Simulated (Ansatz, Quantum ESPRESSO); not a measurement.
# Nb chain with one atom pushed 1.0 Å aside at constant bond length: ballistic transmission, part 3 of 4

Wanted: the transmission near the Fermi level and the conductance of this junction: Nb chain with one atom pushed 1.0 Å aside at constant bond length.

Quantum ESPRESSO 7.5; plane-wave DFT, PBE, GBRV ultrasoft pseudopotentials; cross-check by Ansatz 0.2.0 with PAW datasets.

So far. Step 3 (Transmission with pwcond.x): The run is unpolarised; a magnetic state was not tried, may lie lower and would change T. Step 3 (Transmission with pwcond.x): At no point does T exceed the number of channels.

### Step 4. Transmission with pwcond.x, with epsproj = 0.001

Level of this step: transmission by pwcond, lead and junction from one cell; plane-wave DFT, PBE, GBRV ultrasoft pseudopotentials (Quantum ESPRESSO).

How much does a setting matter? One run is repeated with a change.

cond.w.in reads:

```
&inputcond
  outdir = './out'
  prefixt = 'scf'
  tran_file = 'cond.w.dat'
  bdl = 0.6266666667
  bds = 4.6404312080
  ikind = 1
  ewind = 4.0
  epsproj = 0.001
  nz1 = 7
  energy0 = 2.0
  denergy = -0.1
/
1
  0.00000000 0.00000000 1.00000000
41
```

Run with:

```console
$ OMP_NUM_THREADS=1 mpirun -n 4 pwcond.x -in cond.w.in > cond.w.out
```

Output:

```text
[banner, memory and clock lines left out]
Program PWCOND v.7.5 starts
[citation notice left out]

[...]
./out/scf.save/

[...]
negative rho (up, down):  7.637E-03 0.000E+00
     Reading collected, re-writing distributed wavefunctions

===== INPUT FILE containing all the regions =====

     GEOMETRY:

     lattice parameter (alat)  =      14.1729  a.u.
     the volume                =   13211.0924 (a.u.)^3
     the cross section         =     200.8724 (a.u.)^2
     l of the unit cell        =       4.6404 (alat)
     number of atoms/cell      =           15
     number of atomic types    =            1

     crystal axes: (cart. coord. in units of alat)
               a(1) = (  1.0000  0.0000  0.0000 )
               a(2) = (  0.0000  1.0000  0.0000 )
               a(3) = (  0.0000  0.0000  4.6404 )

   Cartesian axes

     site n.     atom                  positions (alat units)
          1        Nb     tau(  1)=(  0.5000  0.5000  4.6404  )
          2        Nb     tau(  2)=(  0.5000  0.5000  0.3133  )
          3        Nb     tau(  3)=(  0.5000  0.5000  0.6267  )
          4        Nb     tau(  4)=(  0.5000  0.5000  0.9400  )
          5        Nb     tau(  5)=(  0.5000  0.5000  1.2533  )
          6        Nb     tau(  6)=(  0.5000  0.5000  1.5667  )
          7        Nb     tau(  7)=(  0.5000  0.5000  1.8800  )
          8        Nb     tau(  8)=(  0.6333  0.5000  2.1635  )
          9        Nb     tau(  9)=(  0.5000  0.5000  2.4471  )
         10        Nb     tau( 10)=(  0.5000  0.5000  2.7604  )
         11        Nb     tau( 11)=(  0.5000  0.5000  3.0738  )
         12        Nb     tau( 12)=(  0.5000  0.5000  3.3871  )
         13        Nb     tau( 13)=(  0.5000  0.5000  3.7004  )
         14        Nb     tau( 14)=(  0.5000  0.5000  4.0138  )
         15        Nb     tau( 15)=(  0.5000  0.5000  4.3271  )

     nr1s                      =           54
     nr2s                      =           54
     nr3s                      =          250
     nr1sx                     =           54
     nr2sx                     =           54
     nr3sx                     =          250
     nr1                       =           60
     nr2                       =           60
     nr3                       =          288
     nr1x                      =           60
     nr2x                      =           60
     nr3x                      =          288

 _______________________________
  Radii of nonlocal spheres:

     type       ibeta     ang. mom.          radius (alat units)
       Nb         1         0                    0.1562
       Nb         2         0                    0.1562
       Nb         3         1                    0.1562
       Nb         4         1                    0.1562
       Nb         5         2                    0.1562
       Nb         6         2                    0.1562
----- General information -----

--- T calc. with identical leads (ikind=1) ---

     nrx                       =           54
     nry                       =           54
     nz1                       =            7

     energy0               =         2.0E+00
     denergy               =        -1.0E-01
     nenergy               =         41
     ecut2d                =         3.4E+01
     ewind                 =         4.0E+00
     epsproj               =         1.0E-03

     number of k_|| points=    1
                       cryst. coord.
        k(    1) = (   0.0000000   0.0000000), wk =   1.0000000
----- Information about left/right lead -----

     nocros                   =           18
     noins                    =           18
     norb                     =           54
     norbf                    =          252
     nrz                      =           34

      iorb      type   ibeta   ang. mom.   m       position (alat)
        1        1       1        0        1   taunew(   1)=(  0.5000  0.5000  0.0000)
        2        1       2        0        1   taunew(   2)=(  0.5000  0.5000  0.0000)
[...]
54        1       6        2        5   taunew(  54)=(  0.5000  0.5000  0.6267)
    k slab    z(k)  z(k+1)     crossing(iorb=1,norb)
    1   0.0000 0.0184 0.0184   111111111111111111000000000000000000000000000000000000
    2   0.0184 0.0369 0.0184   111111111111111111000000000000000000000000000000000000
[...]
34   0.6082 0.6267 0.0184   000000000000000000000000000000000000111111111111111111
----- Information about scattering region -----

     noins                    =          216
     norb                     =          252
     norbf                    =          252
     nrz                      =          216

      iorb      type   ibeta   ang. mom.   m       position (alat)
        1        1       1        0        1   taunew(   1)=(  0.5000  0.5000 -0.0000)
        2        1       2        0        1   taunew(   2)=(  0.5000  0.5000 -0.0000)
[...]
252        1       6        2        5   taunew( 252)=(  0.5000  0.5000  4.0138)
 ngper, shell number =          545          70
 ngper, n2d =          545         130
---  E-Ef =    2.0000000  k =    0.0000000   0.0000000
---  ie =          1  ik =          1
 Nchannels of the left tip =            4
 Right moving states:
   k1(2pi/a)   k2(2pi/a)   E-Ef (eV)
  -0.0990717   0.0000321   2.0000000
  -0.0990717   0.0000321   2.0000000
  -0.2273214   0.0000011   2.0000000
  -0.4908730   0.0000116   2.0000000
 Left moving states:
   k1(2pi/a)   k2(2pi/a)   E-Ef (eV)
   0.0990709   0.0000321   2.0000000
   0.0990709   0.0000321   2.0000000
   0.2273214   0.0000011   2.0000000
   0.4908730   0.0000116   2.0000000

 to transmit
    1    1   0.9998263
    2    2   0.9998052
 Band j to band i transmissions and reflections:
    j         i     |T_ij|^2    |R_ij|^2

    1 -->     1     0.08941     0.20319
    1 -->     2     0.36034     0.14319
    1 -->     3     0.04525     0.06521
    1 -->     4     0.03385     0.05940
   Total T_j, R_j =    0.52884  0.47098

    2 -->     1     0.36035     0.13640
    2 -->     2     0.00690     0.20318
    2 -->     3     0.06507     0.09379
    2 -->     4     0.04866     0.08546
   Total T_j, R_j =    0.48097  0.51883

    3 -->     1     0.04561     0.09378
    3 -->     2     0.06560     0.06536
    3 -->     3     0.16188     0.07784
    3 -->     4     0.25652     0.23347
   Total T_j, R_j =    0.52962  0.47045

    4 -->     1     0.03496     0.08539
    4 -->     2     0.05028     0.05950
    4 -->     3     0.25499     0.23314
    4 -->     4     0.11381     0.16797
   Total T_j, R_j =    0.45405  0.54600

E-Ef(ev), T(x2 spins) =    2.0000000   3.9869669
[...]
4 -->     5     0.02154     0.04185
    4 -->     6     0.06645     0.08995
   Total T_j, R_j =    0.41990  0.58010

    5 -->     1     0.06873     0.00384
    5 -->     2     0.00000     0.00000
    5 -->     3     0.00999     0.04176
    5 -->     4     0.02401     0.01748
    5 -->     5     0.28599     0.09976
    5 -->     6     0.37767     0.07076
   Total T_j, R_j =    0.76639  0.23361

    6 -->     1     0.19835     0.00058
    6 -->     2     0.00000     0.00000
    6 -->     3     0.02896     0.08986
    6 -->     4     0.06956     0.03761
    6 -->     5     0.38001     0.07070
    6 -->     6     0.08507     0.03931
   Total T_j, R_j =    0.76195  0.23805

E-Ef(ev), T(x2 spins) =    1.9000000   6.6567585
---  E-Ef =    1.8000000  k =    0.0000000   0.0000000
---  ie =          3  ik =          1
 Nchannels of the left tip =            6
 Right moving states:
   k1(2pi/a)   k2(2pi/a)   E-Ef (eV)
  -0.1425414  -0.0000017   1.8000000
  -0.1493315  -0.0000021   1.8000000
  -0.2041928   0.0000204   1.8000000
  -0.2041928   0.0000204   1.8000000
  -0.2537540   0.0000012   1.8000000
   0.4966899   0.0000117   1.8000000
 Left moving states:
   k1(2pi/a)   k2(2pi/a)   E-Ef (eV)
   0.1425414  -0.0000017   1.8000000
   0.1493314  -0.0000021   1.8000000
   0.2041923   0.0000204   1.8000000
   0.2041923   0.0000204   1.8000000
   0.2537540   0.0000012   1.8000000
  -0.4966899   0.0000117   1.8000000

 to transmit
 Band j to band i transmissions and reflections:
    j         i     |T_ij|^2    |R_ij|^2

    1 -->     1     0.13740     0.27607
    1 -->     2     0.00000     0.00000
    1 -->     3     0.02341     0.07389
    1 -->     4     0.09565     0.01820
    1 -->     5     0.10838     0.00030
    1 -->     6     0.26574     0.00097
   Total T_j, R_j =    0.63057  0.36943

    2 -->     1     0.00000     0.00000
    2 -->     2     0.25291     0.20927
    2 -->     3     0.23404     0.04862
    2 -->     4     0.05702     0.19815
    2 -->     5     0.00000     0.00000
    2 -->     6     0.00000     0.00000
   Total T_j, R_j =    0.54397  0.45603

    3 -->     1     0.02202     0.01791
    3 -->     2     0.23354     0.19863
    3 -->     3     0.14587     0.16047
    3 -->     4     0.07734     0.09162
    3 -->     5     0.00386     0.00592
    3 -->     6     0.01968     0.02315
   Total T_j, R_j =    0.50231  0.49769

    4 -->     1     0.09032     0.07420
    4 -->     2     0.05681     0.04812
    4 -->     3     0.07733     0.15331
    4 -->     4     0.12274     0.16060
    4 -->     5     0.01590     0.02435
    4 -->     6     0.08102     0.09528
   Total T_j, R_j =    0.44413  0.55587

    5 -->     1     0.10776     0.00031
    5 -->     2     0.00000     0.00000
    5 -->     3     0.00328     0.02429
    5 -->     4     0.01352     0.00594
    5 -->     5     0.35062     0.07152
    5 -->     6     0.38857     0.03418
   Total T_j, R_j =    0.86376  0.13624

    6 -->     1     0.26194     0.00098
    6 -->     2     0.00000     0.00000
    6 -->     3     0.01888     0.09521
    6 -->     4     0.07772     0.02329
    6 -->     5     0.38387     0.03416
    6 -->     6     0.05894     0.04502
   Total T_j, R_j =    0.80134  0.19866

E-Ef(ev), T(x2 spins) =    1.8000000   7.5721508
[... further energies and points left out ...]
---  E-Ef =   -1.8000000  k =    0.0000000   0.0000000
---  ie =         39  ik =          1
 Nchannels of the left tip =            3
 Right moving states:
   k1(2pi/a)   k2(2pi/a)   E-Ef (eV)
   0.2413175   0.0000128  -1.8000000
   0.2645082   0.0000085  -1.8000000
   0.2645082   0.0000085  -1.8000000
 Left moving states:
   k1(2pi/a)   k2(2pi/a)   E-Ef (eV)
  -0.2413174   0.0000128  -1.8000000
  -0.2645082   0.0000085  -1.8000000
  -0.2645082   0.0000085  -1.8000000

 to transmit
 Band j to band i transmissions and reflections:
    j         i     |T_ij|^2    |R_ij|^2

    1 -->     1     0.12225     0.73829
    1 -->     2     0.03216     0.03645
    1 -->     3     0.02648     0.04438
   Total T_j, R_j =    0.18088  0.81912

    2 -->     1     0.03240     0.04433
    2 -->     2     0.02567     0.06740
    2 -->     3     0.70280     0.12740
   Total T_j, R_j =    0.76087  0.23913

    3 -->     1     0.02667     0.03651
    3 -->     2     0.70279     0.16521
    3 -->     3     0.00163     0.06718
   Total T_j, R_j =    0.73110  0.26890

E-Ef(ev), T(x2 spins) =   -1.8000000   3.3457012
---  E-Ef =   -1.9000000  k =    0.0000000   0.0000000
---  ie =         40  ik =          1
 Nchannels of the left tip =            3
 Right moving states:
   k1(2pi/a)   k2(2pi/a)   E-Ef (eV)
   0.2317823   0.0000128  -1.9000000
   0.2447511   0.0000084  -1.9000000
   0.2447511   0.0000084  -1.9000000
 Left moving states:
   k1(2pi/a)   k2(2pi/a)   E-Ef (eV)
  -0.2317822   0.0000128  -1.9000000
  -0.2447511   0.0000084  -1.9000000
  -0.2447511   0.0000084  -1.9000000

 to transmit
 Band j to band i transmissions and reflections:
    j         i     |T_ij|^2    |R_ij|^2

    1 -->     1     0.12021     0.72801
    1 -->     2     0.02764     0.04989
    1 -->     3     0.03743     0.03682
   Total T_j, R_j =    0.18528  0.81472

    2 -->     1     0.02723     0.03683
    2 -->     2     0.00952     0.07836
    2 -->     3     0.65476     0.19331
   Total T_j, R_j =    0.69151  0.30849

    3 -->     1     0.03688     0.04990
    3 -->     2     0.65476     0.12773
    3 -->     3     0.05232     0.07840
   Total T_j, R_j =    0.74396  0.25604

E-Ef(ev), T(x2 spins) =   -1.9000000   3.2415123
---  E-Ef =   -2.0000000  k =    0.0000000   0.0000000
---  ie =         41  ik =          1
 Nchannels of the left tip =            3
 Right moving states:
   k1(2pi/a)   k2(2pi/a)   E-Ef (eV)
   0.2219006   0.0000125  -2.0000000
   0.2234384   0.0000084  -2.0000000
   0.2234384   0.0000084  -2.0000000
 Left moving states:
   k1(2pi/a)   k2(2pi/a)   E-Ef (eV)
  -0.2219005   0.0000125  -2.0000000
  -0.2234385   0.0000084  -2.0000000
  -0.2234385   0.0000084  -2.0000000

 to transmit
 Band j to band i transmissions and reflections:
    j         i     |T_ij|^2    |R_ij|^2

    1 -->     1     0.10242     0.67590
    1 -->     2     0.00005     0.11280
    1 -->     3     0.10879     0.00005
   Total T_j, R_j =    0.21125  0.78875

    2 -->     1     0.00004     0.00005
    2 -->     2     0.48197     0.00026
    2 -->     3     0.00101     0.51667
   Total T_j, R_j =    0.48302  0.51698

    3 -->     1     0.08655     0.11274
    3 -->     2     0.00101     0.02823
    3 -->     3     0.77121     0.00026
   Total T_j, R_j =    0.85877  0.14123

E-Ef(ev), T(x2 spins) =   -2.0000000   3.1060770
   T_tot     2.00000      0.39870E+01
   T_tot     1.90000      0.66568E+01
   T_tot     1.80000      0.75722E+01
   T_tot     1.70000      0.80176E+01
   T_tot     1.60000      0.82991E+01
   T_tot     1.50000      0.85274E+01
   T_tot     1.40000      0.87450E+01
   T_tot     1.30000      0.89706E+01
   T_tot     1.20000      0.92090E+01
   T_tot     1.10000      0.94486E+01
   T_tot     1.00000      0.96658E+01
   T_tot     0.90000      0.98428E+01
   T_tot     0.80000      0.99908E+01
   T_tot     0.70000      0.10121E+02
   T_tot     0.60000      0.10060E+02
   T_tot     0.50000      0.10392E+02
   T_tot     0.40000      0.10353E+02
   T_tot     0.30000      0.10380E+02
   T_tot     0.20000      0.10371E+02
   T_tot     0.10000      0.10291E+02
   T_tot    -0.00000      0.10264E+02
   T_tot    -0.10000      0.10037E+02
   T_tot    -0.20000      0.93130E+01
   T_tot    -0.30000      0.82026E+01
   T_tot    -0.40000      0.61610E+01
   T_tot    -0.50000      0.66880E+01
   T_tot    -0.60000      0.69322E+01
   T_tot    -0.70000      0.70755E+01
   T_tot    -0.80000      0.71745E+01
   T_tot    -0.90000      0.72493E+01
   T_tot    -1.00000      0.73009E+01
   T_tot    -1.10000      0.73148E+01
   T_tot    -1.20000      0.72599E+01
   T_tot    -1.30000      0.70622E+01
   T_tot    -1.40000      0.61384E+01
   T_tot    -1.50000      0.34440E+01
   T_tot    -1.60000      0.34595E+01
   T_tot    -1.70000      0.34198E+01
   T_tot    -1.80000      0.33457E+01
   T_tot    -1.90000      0.32415E+01
   T_tot    -2.00000      0.31061E+01

[...]
```

Wall time 2.6 min (4 MPI ranks of Arm Neoverse V2, shared host); peak memory 0.45 GiB.

The changed values were drawn from a wide range, not chosen for quality; the comparison shows what they did here together.

Beside the run it was changed from:

| quantity | this run | unchanged run | difference |
| --- | --- | --- | --- |
| transmission at the Fermi level, one spin | 5.132 | 5.145 | -0.014 |
| lead channels at the Fermi level, one spin | 6 | 6 | 0 |
| wall time (s) | 159 | 851 |  |

Over all energies T moves by up to 0.27, at 2 eV.

The physical values in this table move by up to 0.27 %.

(Part 3 of 4 ends here.)

[Logs are printed without paths, hosts, clocks, repeated set-up lines and the standing remarks that a program may print on its own settings, such as how far it seeks lower states.]

[Hosts, paths, dates, database ids (printed as entryN), source tags and the programs' standing remarks are cut or masked in the printed files.]

[Maps of the electrostatic potential energy from Ansatz leave out the sawtooth potential of an applied field or a dipole correction, so their vacuum need not be flat; planar profiles and work functions include it.]
